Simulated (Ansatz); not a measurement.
# Sc on W(110): change of the work function, part 2 of 5

Aim: the work function of W(110) at several coverages of Sc (longbridge site), and the dipole that each adsorbate carries.

Ansatz 0.2.0; plane-wave DFT, PBE-D3(BJ), Ansatz PAW.

So far, work function, upper face (eV): step 2 (the clean slab) 4.83.

## (3) Adsorbate added, coverage 0.25 ML

System of this step: ScW16 (Sc/W(110)). The cell holds 17 atoms: 16 W and 1 Sc. Cell: a = 5.473 Å, b = 5.473 Å, c = 27.761 Å, α = 90.0°, β = 90.0°, γ = 70.5°. Vacuum lies along c.

The clean slab as it ended is repeated in the plane and the adsorbate is set on one face; the cell's size fixes the coverage, and the k-mesh shrinks with it to keep the sampling density about even. Adsorbate and upper layers relax, since the dipole depends on the height.

input.yaml reads:

```yaml
crystal:
  lattice:
    - [4.468914857, -3.16, 0.0]
    - [4.468914857, 3.16, 0.0]
    - [0.0, 0.0, 27.7613139911]
  atoms:
    - { symbol: W, position: [0.0, 0.0, 0.3241921475] }
    - { symbol: W, position: [0.25, 0.25, 0.40468032] }
    - { symbol: W, position: [0.0, 0.0, 0.4855168647] }
    - { symbol: W, position: [0.25, 0.25, 0.5638759146] }
    - { symbol: W, position: [0.0, 0.5, 0.3241921475] }
    - { symbol: W, position: [0.25, 0.75, 0.40468032] }
    - { symbol: W, position: [0.0, 0.5, 0.4855168647] }
    - { symbol: W, position: [0.25, 0.75, 0.5638759146] }
    - { symbol: W, position: [0.5, 0.0, 0.3241921475] }
    - { symbol: W, position: [0.75, 0.25, 0.40468032] }
    - { symbol: W, position: [0.5, 0.0, 0.4855168647] }
    - { symbol: W, position: [0.75, 0.25, 0.5638759146] }
    - { symbol: W, position: [0.5, 0.5, 0.3241921475] }
    - { symbol: W, position: [0.75, 0.75, 0.40468032] }
    - { symbol: W, position: [0.5, 0.5, 0.4855168647] }
    - { symbol: W, position: [0.75, 0.75, 0.5638759146] }
    - { symbol: Sc, position: [0.0, 0.0, 0.6758078525] }
kpoints:
  mp_grid: { grid: [6, 6, 1] }
hamiltonian:
  xc: pbe
  dispersion: d3bj
scf:
  occupations: { method: fermi_dirac, width: 0.1 }
  convergence: { dr2_threshold: 1.0e-08 }
efield:
  axis: 3
  dipole_correction: true
  ramp_position: 0.97
  ramp_width: 0.06
relax:
  f_tol: 0.02
  max_steps: 60
  constraints: [{ sites: [0, 1, 4, 5, 8, 9, 12, 13] }]
output:
  bader: true
  dos: { projected: true, e_range: [-8, 4] }
  write_potential: true
  write_density: true
  volumetric_format: npy
  elf: true
```

Started as:

```sh
> ansatz run input.yaml --threads 4 --pin off --max-ram 6144MiB --backend cpu --events-out ev --progress --plain --runs-dir out
```

Numbers of over 12 decimals in the logs are rounded to 6 here.

Log:

```text
[...]
Crystal: 17 atoms, lattice volume = 784.078 Å³
Basis set: ecut = 420 eV, 15341 PW (Γ), exchange–correlation on 80×80×384 points (8 copies of the dense FFT grid, shifted against one another)
Bands: 141, of which v1, the nominal top of the filled ones, is band 118 counted from 1 (117 counted from 0)
Symmetry: 4 space group operations
[...]
k-points: 13 of 36
[...]
SCF iter   1: F=—  HF=-168289.243077 eV  |F-HF|=—  |Δ(HF+E_count)|=         —  Δρ=1.94e-2  dr2=4.58e1  ethr=1.77e-3  p=0.475 e·Å  D=1.10e-1 V/Å  ΔV_dip=-3.05 eV  dr2_dipole=2.98e1  V_vac-E_F(+/−)=2.28/5.33 eV  ⟨swp⟩=9.9  Hψ=9441  notcnv=0
[...]
SCF iter  12: F=-168288.529193 eV  HF=-168288.529193 eV  |F-HF|=2.21e-9  |Δ(HF+E_count)|=   1.28e-8  Δρ=6.05e-7  dr2=7.72e-9  ethr=4.26e-12  p=0.293 e·Å  D=6.77e-2 V/Å  ΔV_dip=-1.88 eV  dr2_dipole=6.74e-11  V_vac-E_F(+/−)=3.02/4.90 eV  ⟨swp⟩=12.3  Hψ=13364  notcnv=0
WARN: dispersion: an atom stands within reach of a switch of its C6 between two reference coordination numbers of its element: through that C6 alone, e_disp changes by 0.025 eV or more while the distances to its neighbours run over a stretch of 0.05 Å that contains this geometry (sites counted from 0 in the run's list of atoms or, in a supercell that it derives, in that cell's: here a list of 17) — site 16 (Sc): coordination number 1.209 (about 1.05 to 1.37 with every neighbour 0.05 Å farther or nearer), switch near 0.931 between the references 1.863 (weight 0.98) and 0.000 (weight 0.02), e_disp changing by some 0.05 eV. [rest of the remark cut]
SCF 1 converged in 12 iterations: F = -168288.529193 eV  dr2 = 7.72e-9
[...]
relax step   1: F+E_penalty+E_count = -168288.52919283 eV  Δ(F+E_penalty+E_count) = +0.000e0 eV  max|allowed force component| = 2.381e0 eV/Å  Δτ_max = 0.0000 Å  (12 SCF iters, accepted)
[...]
SCF iter   1: F=—  HF=-168289.234674 eV  |F-HF|=—  |Δ(HF+E_count)|=         —  Δρ=4.55e-3  dr2=5.57e-1  ethr=2.08e-4  p=0.293 e·Å  D=6.77e-2 V/Å  ΔV_dip=-1.88 eV  dr2_dipole=2.14e-2  V_vac-E_F(+/−)=3.04/4.92 eV  ⟨swp⟩=1.9  Hψ=5715  notcnv=0
[...]
eigensolver tolerance schedule calibrated: the retry pair's looser diagonalisation under-reported the residual by θ = 0.12 (0.10/decade); ethr = c·dr2/N_el runs at the constant in force after the calibration composes with the one it found (an armed cap, an earlier calibration), c = 9.2e-2
[...]
SCF iter   2: F=—  HF=-168289.187267 eV  |F-HF|=—  |Δ(HF+E_count)|=   4.74e-2  Δρ=2.21e-3  dr2=1.28e-1  ethr=2.08e-4  p=0.331 e·Å  D=7.65e-2 V/Å  ΔV_dip=-2.12 eV  dr2_dipole=3.00e-3  V_vac-E_F(+/−)=2.78/4.90 eV  ⟨swp⟩=2.2  Hψ=2988  notcnv=0
[...]
SCF iter  11: F=-168289.174797 eV  HF=-168289.174797 eV  |F-HF|=2.59e-9  |Δ(HF+E_count)|=  4.66e-10  Δρ=4.93e-7  dr2=4.69e-9  ethr=3.93e-12  p=0.329 e·Å  D=7.59e-2 V/Å  ΔV_dip=-2.11 eV  dr2_dipole=4.23e-10  V_vac-E_F(+/−)=2.79/4.90 eV  ⟨swp⟩=12.2  Hψ=14521  notcnv=0
SCF 2 converged in 11 iterations: F = -168289.174797 eV  dr2 = 4.69e-9
[...]
relax step   2: F+E_penalty+E_count = -168289.17479701 eV  Δ(F+E_penalty+E_count) = -6.456e-1 eV  max|allowed force component| = 2.867e0 eV/Å  Δτ_max = 0.1949 Å  (11 SCF iters, accepted)
SCF iter   1: F=—  HF=-168289.824061 eV  |F-HF|=—  |Δ(HF+E_count)|=         —  Δρ=4.55e-3  dr2=8.15e-1  ethr=2.06e-3  p=0.329 e·Å  D=7.59e-2 V/Å  ΔV_dip=-2.11 eV  dr2_dipole=8.05e-2  V_vac-E_F(+/−)=2.82/4.92 eV  ⟨swp⟩=3.5  Hψ=3393  notcnv=0
[...]
SCF iter  11: F=-168289.772863 eV  HF=-168289.772863 eV  |F-HF|=5.53e-10  |Δ(HF+E_count)|=   1.61e-8  Δρ=3.72e-7  dr2=3.18e-9  ethr=4.26e-12  p=0.364 e·Å  D=8.39e-2 V/Å  ΔV_dip=-2.33 eV  dr2_dipole=1.56e-10  V_vac-E_F(+/−)=2.56/4.89 eV  ⟨swp⟩=11.8  Hψ=13495  notcnv=0
SCF 3 converged in 11 iterations: F = -168289.772863 eV  dr2 = 3.18e-9
relax step   3: F+E_penalty+E_count = -168289.77286337 eV  Δ(F+E_penalty+E_count) = -5.981e-1 eV  max|allowed force component| = 2.729e0 eV/Å  Δτ_max = 0.1949 Å  (11 SCF iters, accepted)
[...]
relax step   4: F+E_penalty+E_count = -168290.28754869 eV  Δ(F+E_penalty+E_count) = -5.147e-1 eV  max|allowed force component| = 2.078e0 eV/Å  Δτ_max = 0.1944 Å  (10 SCF iters, accepted)
[...]
relax step   5: F+E_penalty+E_count = -168290.59369479 eV  Δ(F+E_penalty+E_count) = -3.061e-1 eV  max|allowed force component| = 8.347e-1 eV/Å  Δτ_max = 0.1950 Å  (9 SCF iters, accepted)
[...]
relax step   6: F+E_penalty+E_count = -168290.67297150 eV  Δ(F+E_penalty+E_count) = -7.928e-2 eV  max|allowed force component| = 2.254e-1 eV/Å  Δτ_max = 0.1678 Å  (10 SCF iters, accepted)
[...]
relax step   7: F+E_penalty+E_count = -168290.67701580 eV  Δ(F+E_penalty+E_count) = -4.044e-3 eV  max|allowed force component| = 1.231e-1 eV/Å  Δτ_max = 0.0234 Å  (9 SCF iters, accepted)
[...]
relax step   8: F+E_penalty+E_count = -168290.67878221 eV  Δ(F+E_penalty+E_count) = -1.766e-3 eV  max|allowed force component| = 2.179e-2 eV/Å  Δτ_max = 0.0086 Å  (8 SCF iters, accepted)
SCF iter   1: F=—  HF=-168290.678091 eV  |F-HF|=—  |Δ(HF+E_count)|=         —  Δρ=9.35e-5  dr2=1.02e-4  ethr=2.64e-6  p=0.399 e·Å  D=9.20e-2 V/Å  ΔV_dip=-2.56 eV  dr2_dipole=4.56e-7  V_vac-E_F(+/−)=2.33/4.88 eV  ⟨swp⟩=2.0  Hψ=2521  notcnv=0
[...]
SCF iter   6: F=-168290.678827 eV  HF=-168290.678827 eV  |F-HF|=6.32e-9  |Δ(HF+E_count)|=   2.45e-8  Δρ=4.61e-7  dr2=3.92e-9  ethr=4.26e-12  p=0.399 e·Å  D=9.20e-2 V/Å  ΔV_dip=-2.56 eV  dr2_dipole=3.50e-10  V_vac-E_F(+/−)=2.33/4.88 eV  ⟨swp⟩=12.0  Hψ=13909  notcnv=0
SCF 9 converged in 6 iterations: F = -168290.678827 eV  dr2 = 3.92e-9
relax step   9: F+E_penalty+E_count = -168290.67882701 eV  Δ(F+E_penalty+E_count) = -4.480e-5 eV  max|allowed force component| = 5.427e-3 eV/Å  Δτ_max = 0.0022 Å  (6 SCF iters, accepted)
NSCF: frozen V_eff on 13 k-points
[...]
WARN: The output density's exchange-correlation potential varies sharply where the density is thin. Do not read a vacuum level from v_tot or v_xc, or from such a field of the output density. On a cell that repeats whose density bears no net charge and no dipole along the vacuum's axis use v_es (v_loc + v_h of the components); under efield.dipole_correction with no amplitude use v_es + v_field, which holds any externa [...]
SCF converged after 6 iterations
Free energy (F): -168290.678827 eV
[...]
Internal energy: -168290.263435 eV  (E = F + TS)
E sigma→0 (E₀):  -168290.471131 eV
Entropy (-TS):   -0.415392 eV (-24.435 meV/atom)
Fermi energy:    5.363633 eV
Dipole field:    D = 0.092057 V/Å  (p = 0.398891 e·Å, saw-weighted, corrected)
Work function:   Φ+ = 2.3265 eV   Φ− = 4.8822 eV
[...]
--- Forces (eV/Å), atoms counted from 1 ---
  atom   1  W      0.00000000     0.00000000     0.53122711
  atom   2  W      0.01697976    -0.00000000    -0.40074185
  atom   3  W      0.00000000    -0.00000000    -0.00393640
  atom   4  W     -0.00542729    -0.00000000    -0.00067853
  atom   5  W      0.00000000     0.00000000     0.46165973
  atom   6  W      0.00000000     0.00341073    -0.60200263
  atom   7  W      0.00000000    -0.00000000     0.00219492
  atom   8  W      0.00000000    -0.00173219    -0.00101432
  atom   9  W      0.00000000     0.00000000     0.46165973
  atom  10  W      0.00000000    -0.00341073    -0.60200263
  atom  11  W      0.00000000     0.00000000     0.00219492
  atom  12  W      0.00000000     0.00173219    -0.00101432
  atom  13  W      0.00000000     0.00000000     0.55057853
  atom  14  W     -0.01697976    -0.00000000    -0.40074185
  atom  15  W      0.00000000     0.00000000     0.00283134
  atom  16  W      0.00542729     0.00000000    -0.00067853
  atom  17  Sc     0.00000000     0.00000000     0.00044208
  max |Σ_I F_I| component: 2.27e-5 eV/Å
--- Band table (eV; the first three rows and the last of 13) ---
  k-point 0: bands = [... 114 lower, 5.6279, 5.6453, 6.0968, 6.1767, 6.1925, 6.3440, 6.4070, 6.6627, ... 19 higher]
  k-point 1: bands = [... 114 lower, 5.4231, 5.5073, 5.6100, 5.8192, 5.9639, 6.2501, 6.3940, 6.4726, ... 19 higher]
  k-point 2: bands = [... 114 lower, 4.8354, 4.9317, 5.2930, 5.4377, 5.5718, 5.7627, 5.9423, 6.2532, ... 19 higher]
  k-point 12: bands = [... 114 lower, 4.6302, 4.6358, 4.8117, 4.8468, 4.9221, 4.9519, 5.3878, 5.3897, ... 19 higher]
--- Relaxed structure (9 steps of the walk, 9 accepted, 0 SCFs on fresh bases) ---
  F+E_penalty+E_count = -168290.67882701 eV   max|allowed force component| = 5.427e-3 eV/Å
  atoms:
    - { symbol: W, position: [0.0, 0.0, 0.324192] }
    - { symbol: W, position: [0.25, 0.25, 0.404680] }
    - { symbol: W, position: [0, 0, 0.485214] }
    - { symbol: W, position: [0.245188, 0.245188, 0.566126] }
    - { symbol: W, position: [2.7755575615628914e-17, 0.5, 0.324192] }
    - { symbol: W, position: [0.25, 0.75, 0.404680] }
    - { symbol: W, position: [2.7755575615628914e-17, 0.5, 0.485331] }
    - { symbol: W, position: [0.255160, 0.744840, 0.563693] }
    - { symbol: W, position: [0.5, 2.7755575615628914e-17, 0.324192] }
    - { symbol: W, position: [0.75, 0.25, 0.404680] }
    - { symbol: W, position: [0.5, 2.7755575615628914e-17, 0.485331] }
    - { symbol: W, position: [0.744840, 0.255160, 0.563693] }
    - { symbol: W, position: [0.5, 0.5, 0.324192] }
    - { symbol: W, position: [0.75, 0.75, 0.404680] }
    - { symbol: W, position: [0.5, 0.5, 0.485171] }
    - { symbol: W, position: [0.754812, 0.754812, 0.566126] }
    - { symbol: Sc, position: [8.250024821048463e-18, -8.250024821048463e-18, 0.641974] }
--- Bader charges: 17 sites ---
  site symbol  charge [e]  shift [e]
     0      W     -0.0528     0.0000
     1      W      0.0516     0.0000
     2      W      0.0452     0.0000
     3      W     -0.1955     0.0000
     4      W     -0.0597     0.0000
     5      W      0.0482     0.0000
     6      W      0.0456     0.0000
     7      W     -0.3576     0.0001
     8      W     -0.0598     0.0000
     9      W      0.0482     0.0000
    10      W      0.0457     0.0000
    11      W     -0.3576     0.0001
    12      W     -0.0596     0.0000
    13      W      0.0516     0.0000
    14      W      0.0504     0.0000
    15      W     -0.1954     0.0000
    16     Sc      0.9516     0.0002
  estimated error of the sums over rays = 1.1e-3 e
```

The job ended after 7.7 min (4 threads of Arm Neoverse V2, shared host; peak memory 3.1 GiB; 30 min of CPU time).

Relaxation path:

```
step  energy less that of the first step (eV)  largest force component (eV/Å)
   1                                   0.0000                          2.3815
   2                                  -0.6456                          2.8666
   3                                  -1.2437                          2.7287
   4                                  -1.7584                          2.0781
   5                                  -2.0645                          0.8347
   6                                  -2.1438                          0.2254
   7                                  -2.1478                          0.1231
   8                                  -2.1496                          0.0218
   9                                  -2.1496                          0.0054
```

The run keeps the 4 symmetry operations that it works with, so distortions that break them were not tested.

The atoms that moved most (Å):

```
atom      dx      dy      dz  length
Sc17   0.000   0.000  -0.939   0.939
 W16   0.043   0.000   0.062   0.076
  W4  -0.043   0.000   0.062   0.076
 W12   0.000   0.033  -0.005   0.033
  W8   0.000  -0.033  -0.005   0.033
 W15   0.000   0.000  -0.010   0.010
  W3   0.000   0.000  -0.008   0.008
 W11   0.000   0.000  -0.005   0.005
```

Final coordinates:

```
W Sc
1.0
     4.46891   -3.16000    0.00000
     4.46891    3.16000    0.00000
     0.00000    0.00000   27.76131
W Sc
16 1
Direct
  0.00000 0.00000 0.32419
  0.25000 0.25000 0.40468
  0.00000 0.00000 0.48521
  0.24519 0.24519 0.56613
  0.00000 0.50000 0.32419
  0.25000 0.75000 0.40468
  0.00000 0.50000 0.48533
  0.25516 0.74484 0.56369
  0.50000 0.00000 0.32419
  0.75000 0.25000 0.40468
  0.50000 0.00000 0.48533
  0.74484 0.25516 0.56369
  0.50000 0.50000 0.32419
  0.75000 0.75000 0.40468
  0.50000 0.50000 0.48517
  0.75481 0.75481 0.56613
  0.00000 0.00000 0.64197
```

This step gave:

- energy at zero smearing: -168290.4711 eV
- work function, upper face: 2.327 eV
- work function, lower face: 4.882 eV
- dipole along the normal: 0.3989 e·Å
- step between the vacuum levels: -2.556 eV

Running mean over 2.234 Å of the planar mean; the ramp of the sawtooth is left out. Table of electron's electrostatic potential energy less the Fermi level by z:

```
z (Å)  electron's electrostatic potential energy less the Fermi level (eV)
  3.5                                                                 4.88
  4.0                                                                 4.88
  4.5                                                                 4.88
  5.0                                                                 4.87
  5.5                                                                 4.84
  6.0                                                                 4.74
  6.5                                                                 4.40
  7.0                                                                 3.26
  7.5                                                               -0.134
  8.0                                                                -5.76
  8.5                                                                -10.5
  9.0                                                                -12.2
  9.5                                                                -12.5
 10.0                                                                -12.6
 10.5                                                                -12.6
 11.0                                                                -12.7
 11.5                                                                -12.7
 12.0                                                                -12.7
 12.5                                                                -12.7
 13.0                                                                -12.7
 13.5                                                                -12.7
 14.0                                                                -12.8
 14.5                                                                -12.8
 15.0                                                                -12.6
 15.5                                                                -12.3
 16.0                                                                -11.6
 16.5                                                                -8.83
 17.0                                                                -4.58
 17.5                                                                -1.30
 18.0                                                               -0.317
 18.5                                                               0.0618
 19.0                                                                0.876
 19.5                                                                 1.69
 20.0                                                                 2.07
 20.5                                                                 2.22
 21.0                                                                 2.28
 21.5                                                                 2.31
 22.0                                                                 2.32
 22.5                                                                 2.32
 23.0                                                                 2.33
 23.5                                                                 2.33
 24.0                                                                 2.33
 24.5                                                                 2.33
```

The density of states has structure finer than the step of the table below, so its rows give means over 0.2 eV, whole bins alone (the curve runs from -8 to 1.47 eV). Peaks (eV: height): -3.31: 32.4, -3.13: 36.9, -2.95: 34.2, -2.74: 31.7, -2.62: 27.6, -2.32: 30.4, -1.95: 27.7.

Density of states against energy, zero at the Fermi level; means over each step:

```
energy (eV)  density of states (states/eV a cell)
       -7.8                                 0.923
       -7.6                                  1.21
       -7.4                                  2.28
       -7.2                                  1.87
       -7.0                                  2.28
       -6.8                                  2.38
       -6.6                                  1.54
       -6.4                                  2.32
       -6.2                                  4.96
       -6.0                                  5.34
       -5.8                                  10.2
       -5.6                                  9.65
       -5.4                                  9.73
       -5.2                                  11.1
       -5.0                                  11.8
       -4.8                                  12.3
       -4.6                                  19.6
       -4.4                                  17.4
       -4.2                                  10.7
       -4.0                                  12.6
       -3.8                                  9.45
       -3.6                                  7.26
       -3.4                                  12.4
       -3.2                                  24.3
       -3.0                                  22.0
       -2.8                                  24.2
       -2.6                                  22.9
       -2.4                                  20.3
       -2.2                                  21.9
       -2.0                                  21.7
       -1.8                                  21.7
       -1.6                                  23.0
       -1.4                                  21.4
       -1.2                                  14.4
       -1.0                                  14.9
       -0.8                                  10.6
       -0.6                                  15.7
       -0.4                                  12.3
       -0.2                                  13.3
        0.0                                  12.8
        0.2                                  14.2
        0.4                                  13.4
        0.6                                  14.5
        0.8                                  15.3
        1.0                                  18.9
        1.2                                  20.1
```

Projected DOS per atom over height of the atomic layer and energy from the Fermi level. Layers: W4 W4 W4 W4 Sc from below.

Ten even steps from '_' (0.00 states/eV) to '@' (3.00 states/eV), each cell a mean:
```
--------@@
--::::::##
--....::##
::....::++
--....::==
--....--::
==::::==::
++----++::
==----++::
======++..
--++++--__
..::::..__
::::::::__
::----::__
::----::__
..----..__
..::::..__
__....____
__________
__________
__________
__________
```
Columns: height of the atomic layer (Å) from 9 to 17.8; rows upwards: energy from the Fermi level (eV) from -7.96 to 1.45.

(Continued in part 3 of 5.)

[Logs are printed without paths, hosts, clocks, repeated set-up lines and the standing remarks that a program may print on its own settings, such as how far it seeks lower states.]

[Hosts, paths, dates, database ids (printed as entryN), source tags and the programs' standing remarks are cut or masked in the printed files.]

[Maps of the electrostatic potential energy from Ansatz leave out the sawtooth potential of an applied field or a dipole correction, so their vacuum need not be flat; planar profiles and work functions include it.]

[The density of states shown here was stored with 400 of the rows of the run's finer table, so its peaks can read low, often by over a quarter, or be missed, and its means over a window can be off by a tenth or more.]
